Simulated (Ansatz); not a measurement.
Consider MgO (Fm-3m).

```cif
data_structure
_symmetry_space_group_name_H-M 'P 1'
_symmetry_Int_Tables_number 1
_cell_length_a 2.9656
_cell_length_b 2.9656
_cell_length_c 2.9656
_cell_angle_alpha 60.000
_cell_angle_beta 60.000
_cell_angle_gamma 60.000
_cell_volume 18.44
loop_
_atom_site_label
_atom_site_type_symbol
_atom_site_fract_x
_atom_site_fract_y
_atom_site_fract_z
_atom_site_occupancy
Mg1 Mg 0.00000 0.00000 0.00000 1
O2 O 0.50000 0.50000 0.50000 1
```

The cell and positions are those that the Materials Project relaxed with its own functionals (PBE, PBE+U or r2SCAN), kept fixed.

Gaps computed with Ansatz 0.2.0 without a self-energy: LDA 4.79 eV, PBEsol 4.77 eV, PBE 4.87 eV, HSE06 6.63 eV and PBE0 7.37 eV. The mean ε∞ by PBE perturbation theory is 3.19.

**Question.** What gap should G0W0 on PBE give (8×8×8 mesh, 146 empty bands, screening to 230 eV, PAW set soft_1 files)?

About 7.41 eV: on its mesh the run moves the gap from 4.87 eV by +2.54 eV. Among the scalar-relativistic levels given, PBE0 is nearest (−0.04 eV). One-shot corrections scale roughly with one over ε∞, here 0.31. Bands and cutoff are finite, so the gap is not at the basis limit. The miss can reach some tenths of an eV and take either sign; the mesh is an error of its own.

[Paths, hosts, dates, memory and timing lines, banners, echoed tables and standing remarks are left out of the program output.]

[Logs are printed without paths, hosts, clocks, repeated set-up lines and the standing remarks that a program may print on its own settings, such as how far it seeks lower states.]

[Runs of the session that timed out or met a known fault of the program may be left out.]

[Cells called generated may have been cut or substituted from an entry of the Crystallography Open Database or the Materials Project.]

[Hosts, paths, dates, database ids (printed as entryN), source tags and the programs' standing remarks are cut or masked in the printed files.]
